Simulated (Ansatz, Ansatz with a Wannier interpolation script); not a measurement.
Planning a run of Ansatz 0.2.0 on SiC (Moissanite). The input:

```yaml
crystal:
  lattice:
    - [3.076, 0.0, 0.0]
    - [-1.538, 2.66389414, 0.0]
    - [0.0, 0.0, 5.048]
  atoms:
    - { symbol: Si, position: [0.33333333, 0.66666667, 0.0] }
    - { symbol: Si, position: [0.66666667, 0.33333333, 0.5] }
    - { symbol: C, position: [0.33333333, 0.66666667, 0.385] }
    - { symbol: C, position: [0.66666667, 0.33333333, 0.885] }
kpoints:
  mp_grid: { grid: [9, 9, 4] }
hamiltonian:
  xc: lda
  pseudopotentials: { kind: paw, azcp: { folder: soft_1 }, xc_functional: pbe }
scf:
  occupations: { method: fixed }
  n_extra_bands: 30
output:
  wannier:
    kmesh: [9, 9, 4]
    projections:
      - { species: C, l: s, shell: 2 }
      - { species: C, l: p, shell: 2 }
      - { species: Si, l: s, shell: 3 }
      - { species: Si, l: p, shell: 3 }
    minimise: true
    write_hr: true
    seedname: w
    conv_tol: 1.0e-06
    max_iter: 20000
    stability_check: false
    disentanglement:
      window: [-6.25, 23.58]
      frozen_window: [-6.25, 14.76]
      conv_tol: 1.0e-08
```

```sh
ansatz run input.yaml --threads 3 --pin off --max-ram 92160MiB --backend cuda --events-out ev --progress --plain --runs-dir out --devices 1 --max-vram 13GiB
```

Q: Estimate wall time and host memory on 1 × NVIDIA H100 80GB HBM3 (shared by 6 runs) with 3 threads of AMD EPYC 7R13 (Zen 3), shared host.

It took 17 s; on shared hardware allow 8.3 s to 33 s. Peak host memory was 0.94 GiB.

[Paths, hosts, dates, memory and timing lines, banners, echoed tables and standing remarks are left out of the program output.]

[Logs are printed without paths, hosts, clocks, repeated set-up lines and the standing remarks that a program may print on its own settings, such as how far it seeks lower states.]

[Runs of the session that timed out or met a known fault of the program may be left out.]

[Hosts, paths, dates, database ids (printed as entryN), source tags and the programs' standing remarks are cut or masked in the printed files.]
